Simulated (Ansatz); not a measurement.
# Cs2AgAsF6 (Fm-3m): converging the G0W0 gap, part 2 of 2

Wanted: a G0W0 gap for Cs2AgAsF6 (Fm-3m) that is converged in bands and cutoff, or an estimate of the limit.

Ansatz 0.2.0; G0W0 on PBE, plane waves, PAW; PAW set soft_1. Known limits of the many-body steps: not at the basis limit; d shell near the gap, gap tends to lie low; no spin-orbit coupling; coarse k mesh.

So far. Step 4 (1065 empty bands, screening to 180 eV): Against the run with 4×4×4 mesh, 495 empty bands, screening to 108 eV, PAW set soft_1 files, the gap moves by +0.10 eV.

In doubt: one-shot GW on d or f shells is unsure (steps 2, 3, 4, 5, 6, 7), so the values of those runs are not to be relied on.

## (5) Changing the k mesh: 2×2×2 mesh, 495 empty bands, screening to 108 eV, PAW set soft_1 files

A second mesh at equal bands and cutoff isolates the sampling error. Bands and cutoff differ from the step before, so it is read against an earlier run that matches them.

Contents of input.yaml:

```yaml
crystal:
  lattice:
    - [0.0, 4.5976094258, 4.5976094258]
    - [4.5976094258, 0.0, 4.5976094258]
    - [4.5976094258, 4.5976094258, 0.0]
  atoms:
    - { symbol: Cs, position: [0.75, 0.75, 0.75] }
    - { symbol: Cs, position: [0.25, 0.25, 0.25] }
    - { symbol: Ag, position: [0.5, 0.5, 0.5] }
    - { symbol: As, position: [0.0, 0.0, 0.0] }
    - { symbol: F, position: [0.77327897, 0.22672103, 0.22672103] }
    - { symbol: F, position: [0.22672103, 0.22672103, 0.77327897] }
    - { symbol: F, position: [0.22672103, 0.77327897, 0.77327897] }
    - { symbol: F, position: [0.22672103, 0.77327897, 0.22672103] }
    - { symbol: F, position: [0.77327897, 0.22672103, 0.77327897] }
    - { symbol: F, position: [0.77327897, 0.77327897, 0.22672103] }
kpoints:
  mp_grid: { grid: [2, 2, 2] }
hamiltonian:
  xc: pbe
  pseudopotentials: { kind: paw, azcp: { folder: soft_1 } }
scf:
  occupations: { method: fixed }
gw:
  n_empty_bands: 495
  ecut_chi: 108
  qp_bands: [v3, c3]
  qp_kpoints: band_edges
  screening: { model: contour_deformation }
```

Launch:

```
> ansatz run input.yaml --threads 2 --pin off --max-ram 92160MiB --backend cuda --events-out ev --progress --plain --runs-dir out --devices 1 --max-vram 13GiB
```

Numbers of over 12 decimals in the logs are rounded to 6 here.

The log of the run:

```text
GPUs: using 1 of 1 available (devices: 1).
[...]
GPU FFT provider: cuFFT
GPU libraries: cuBLAS 13.8.2, cuFFT 12.4.0, cuSOLVER 12.3.4
Crystal: 10 atoms, lattice volume = 194.369 Å³
Basis set: ecut = 420 eV, 3839 PW (Γ)
Bands: 57, of which v1, the nominal top of the filled ones, is band 47 counted from 1 (46 counted from 0)
Symmetry: 48 space group operations
[...]
k-points: 3 of 8
[...]
1    46      3.9527   -35.1107     5.2691   -28.3950  0.7385     2.4424     2.5061  root
[...]
2    47      5.2850   -31.7522     3.9986   -26.8373  0.7592     4.3534     4.3688  root
     2    48      8.9342    -9.5180    -4.0394   -14.5292  0.7909     9.9376     9.9059  root
     2    49      9.5234   -12.1116    -3.4596   -16.6878  0.7903    10.6638    10.6401  root
     2    50      9.6876   -12.4516    -3.7401   -17.3715  0.7815    10.8970    10.8674  root
[key lines of the parts left out:]
SCF converged after 10 iterations
Free energy (F): -28643.765105 eV
Fermi energy:    5.284977 eV
```

The job ended after 14 s (1 × NVIDIA H100 80GB HBM3 (shared by 6 runs) with 2 threads of AMD EPYC 7R13 (Zen 3), shared host; peak memory 1.4 GiB; 13 s of CPU time).

This step gave:

| Quantity | Value |
| --- | --- |
| bands summed | 542 |
| RPA ε∞ on this mesh (eigenvalues) | 3.051, 3.051, 3.051 |
| plane waves in the screening matrix | 531 |
| G0W0 gap on the mesh | 4.210 eV |
| k of the valence top | 0, -0.5, -0.5 |
| k of the conduction bottom | 0, 0, -0.5 |
| starting gap on the mesh | 2.424 eV |
| least direct G0W0 gap on the computed points | 5.101 eV |

Against the run with 4×4×4 mesh, 495 empty bands, screening to 108 eV, PAW set soft_1 files, the gap moves by +0.05 eV.

## (6) Changing the frequency model: 4×4×4 mesh, 1065 empty bands, screening to 180 eV, plasmon pole, PAW set soft_1 files

A plasmon pole stands in for the full frequency dependence of the screening; this run shows what that costs in accuracy. Bands and cutoff differ from the step before, so it is read against an earlier run that matches them.

Changes to input.yaml since step 5:

```diff
@@ -17,3 +17,3 @@
 kpoints:
-  mp_grid: { grid: [2, 2, 2] }
+  mp_grid: { grid: [4, 4, 4] }
 hamiltonian:
@@ -24,6 +24,6 @@
 gw:
-  n_empty_bands: 495
-  ecut_chi: 108
+  n_empty_bands: 1065
+  ecut_chi: 180.0
   qp_bands: [v3, c3]
   qp_kpoints: band_edges
-  screening: { model: contour_deformation }
+  screening: { model: godby_needs }
```

The log of the run:

```text
GPUs: using 1 of 1 available (devices: 1).
[...]
GPU FFT provider: cuFFT
GPU libraries: cuBLAS 13.8.2, cuFFT 12.4.0, cuSOLVER 12.3.4
Crystal: 10 atoms, lattice volume = 194.369 Å³
Basis set: ecut = 420 eV, 3839 PW (Γ)
Bands: 57, of which v1, the nominal top of the filled ones, is band 47 counted from 1 (46 counted from 0)
Symmetry: 48 space group operations
[...]
k-points: 8 of 64
[...]
1    46      4.0737   -35.2501     5.0463   -28.6152  0.7990     2.4806     2.4851  root
[...]
7    47      5.1773   -31.6007     3.8345   -26.7611  0.7868     4.1695     4.1722  root
     7    48      8.4855    -9.5205    -3.9430   -14.4026  0.8316     9.4285     9.4246  root
     7    49      9.6206   -12.4745    -3.5654   -17.1819  0.8170    10.7662    10.7627  root
     7    50      9.6206   -12.4745    -3.5654   -17.1819  0.8170    10.7662    10.7627  root
[key lines of the parts left out:]
SCF converged after 10 iterations
Free energy (F): -28643.805582 eV
Fermi energy:    5.276786 eV
```

The job ended after 1.8 min (1 × NVIDIA H100 80GB HBM3 (shared by 6 runs) with 2 threads; peak memory 8.5 GiB).

Numbers from this step:

```
bands summed                                 : 1112
plasmon-pole fit frequency                   : 25.82 eV
RPA ε∞ on this mesh (eigenvalues)            : 2.927, 2.927, 2.927
plane waves in the screening matrix          : 1067
G0W0 gap on the mesh                         : 4.238 eV
k of the valence top                         : 0, -0.5, -0.5
k of the conduction bottom                   : 0, 0, -0.5
starting gap on the mesh                     : 2.431 eV
least direct G0W0 gap on the computed points : 5.179 eV
```

Against the run with 4×4×4 mesh, 1065 empty bands, screening to 180 eV, PAW set soft_1 files, the gap moves by −0.02 eV.

## (7) Changing the files and raising the bands: 4×4×4 mesh, 1579 empty bands, screening to 234 eV, hard PAW files

Other atomic data (hard PAW) test the pseudisation: the cutoff goes from 420 to 1050 eV, with the same valence electrons. Bands and screening cutoff change too, so the step is no clean test of the files.

This step: G0W0 on PBE, plane waves, PAW.

Changes to input.yaml since step 6:

```diff
@@ -20,3 +20,3 @@
   xc: pbe
-  pseudopotentials: { kind: paw, azcp: { folder: soft_1 } }
+  pseudopotentials: { kind: paw, source: ansatz }
 scf:
@@ -24,6 +24,6 @@
 gw:
-  n_empty_bands: 1065
-  ecut_chi: 180.0
+  n_empty_bands: 1579
+  ecut_chi: 234.0
   qp_bands: [v3, c3]
   qp_kpoints: band_edges
-  screening: { model: godby_needs }
+  screening: { model: contour_deformation }
```

The log of the run:

```text
GPUs: using 1 of 1 available (devices: 1).
[...]
GPU FFT provider: cuFFT
GPU libraries: cuBLAS 13.8.2, cuFFT 12.4.0, cuSOLVER 12.3.4
Crystal: 10 atoms, lattice volume = 194.369 Å³
Basis set: ecut = 1050 eV, 15065 PW (Γ)
Bands: 57, of which v1, the nominal top of the filled ones, is band 47 counted from 1 (46 counted from 0)
Symmetry: 48 space group operations
[...]
k-points: 8 of 64
[...]
7    46      4.2107   -35.1097     4.9991   -28.4752  0.7348     2.4749     2.5752  root ?
     7    47      5.3682   -31.5640     3.5731   -26.7233  0.7529     4.0690     4.1006  root
     7    48      8.6766    -9.4950    -4.1113   -14.3708  0.7996     9.4514     9.4410  root
     7    49      9.8126   -12.4489    -3.8078   -17.1470  0.7813    10.7214    10.7028  root
     7    50      9.8126   -12.4489    -3.8078   -17.1470  0.7813    10.7214    10.7028  root
[key lines of the parts left out:]
SCF converged after 10 iterations
Free energy (F): -28709.014252 eV
Fermi energy:    5.467642 eV
```

Elapsed: 2.7 min, on 1 × NVIDIA H100 80GB HBM3 (shared by 6 runs) with 2 threads; peak memory 9.2 GiB; 4.2 min of CPU time.

This step gave:

- bands summed: 1626
- RPA ε∞ on this mesh (eigenvalues): 2.924, 2.924, 2.924
- plane waves in the screening matrix: 1591
- G0W0 gap on the mesh: 4.381 eV
- k of the valence top: 0, -0.5, -0.5
- k of the conduction bottom: 0, 0, -0.5
- starting gap on the mesh: 2.431 eV
- least direct G0W0 gap on the computed points: 5.268 eV

Against the run with 4×4×4 mesh, 1065 empty bands, screening to 180 eV, PAW set soft_1 files, the gap moves by +0.12 eV.

## (8) Convergence and cost

Times are wall times on 1 × NVIDIA H100 80GB HBM3 (shared by 6 runs) with 2 threads of AMD EPYC 7R13 (Zen 3), shared host, good to a factor of about two.

| mesh | files | frequency | bands summed | cutoff (eV) | start (eV) | G0W0 (eV) | time | host memory (GiB) |
| --- | --- | --- | --- | --- | --- | --- | --- | --- |
| 4×4×4 | PAW set soft_1 | contour deformation | 222 | 54 | 2.431 | 4.253 | 15 s | 1.3 |
| 4×4×4 | PAW set soft_1 | contour deformation | 542 | 108 | 2.431 | 4.162 | 31 s | 1.9 |
| 4×4×4 | PAW set soft_1 | contour deformation | 1112 | 180 | 2.431 | 4.259 | 79 s | 3.6 |
| 2×2×2 | PAW set soft_1 | contour deformation | 542 | 108 | 2.424 | 4.210 | 14 s | 1.4 |
| 4×4×4 | PAW set soft_1 | plasmon pole | 1112 | 180 | 2.431 | 4.238 | 1.8 min | 8.5 |
| 4×4×4 | hard PAW | contour deformation | 1626 | 234 | 2.431 | 4.381 | 2.7 min | 9.2 |

The parts of the quasiparticle energy at the two band edges (eV; QP = start + Σx + Σc − Vxc):

| run | edge | start | Σx | Σc | Vxc | Z | QP |
| --- | --- | --- | --- | --- | --- | --- | --- |
| 222 bands | valence top | 5.28 | -31.63 | 4.06 | -26.85 | 0.77 | 4.56 |
| 222 bands | conduction bottom | 7.71 | -8.91 | -3.54 | -13.55 | 0.82 | 8.81 |
| 542 bands | valence top | 5.28 | -31.63 | 3.90 | -26.85 | 0.76 | 4.40 |
| 542 bands | conduction bottom | 7.71 | -8.91 | -3.79 | -13.55 | 0.81 | 8.56 |
| 1112 bands | valence top | 5.28 | -31.63 | 3.71 | -26.85 | 0.76 | 4.21 |
| 1112 bands | conduction bottom | 7.71 | -8.91 | -3.88 | -13.55 | 0.81 | 8.47 |

## (9) What came out

- 222 bands, 54 eV: 4.253 eV
- 542 bands, 108 eV: 4.162 eV
- 1112 bands, 180 eV: 4.259 eV
- mesh and start: 4×4×4, PBE

What this shows: From 222 to 1112 bands the gap moves by +0.01 eV while the time grows 5.3-fold. Σc changes by −0.35 eV at the valence top and −0.34 eV at the conduction bottom, so the levels themselves move more than the gap between them. The gap turns back along the series, so no limit is drawn from it. On the 2×2×2 mesh in place of 4×4×4 the gap differs by +0.05 eV, of which −0.01 eV is already in the start. The plasmon-pole model gives −0.02 eV against contour deformation, 1 % of the correction (the least direct gap moves by +0.01 eV), and saved no time in this program. With hard PAW files and 1626 bands the gap is 4.38 eV. A d shell, filled or nearly so, lies near the gap. One-shot GW converges very slowly in bands there, not always from below, and on a semilocal start the gap tends to come out low; starts rich in exact exchange can overshoot instead. The many-body steps are scalar-relativistic: spin-orbit coupling is not in them.

[Paths, hosts, dates, memory and timing lines, banners, echoed tables and standing remarks are left out of the program output.]

[Logs are printed without paths, hosts, clocks, repeated set-up lines and the standing remarks that a program may print on its own settings, such as how far it seeks lower states.]

[Runs of the session that timed out or met a known fault of the program may be left out.]

[Cells called generated may have been cut or substituted from an entry of the Crystallography Open Database or the Materials Project.]

[Hosts, paths, dates, database ids (printed as entryN), source tags and the programs' standing remarks are cut or masked in the printed files.]
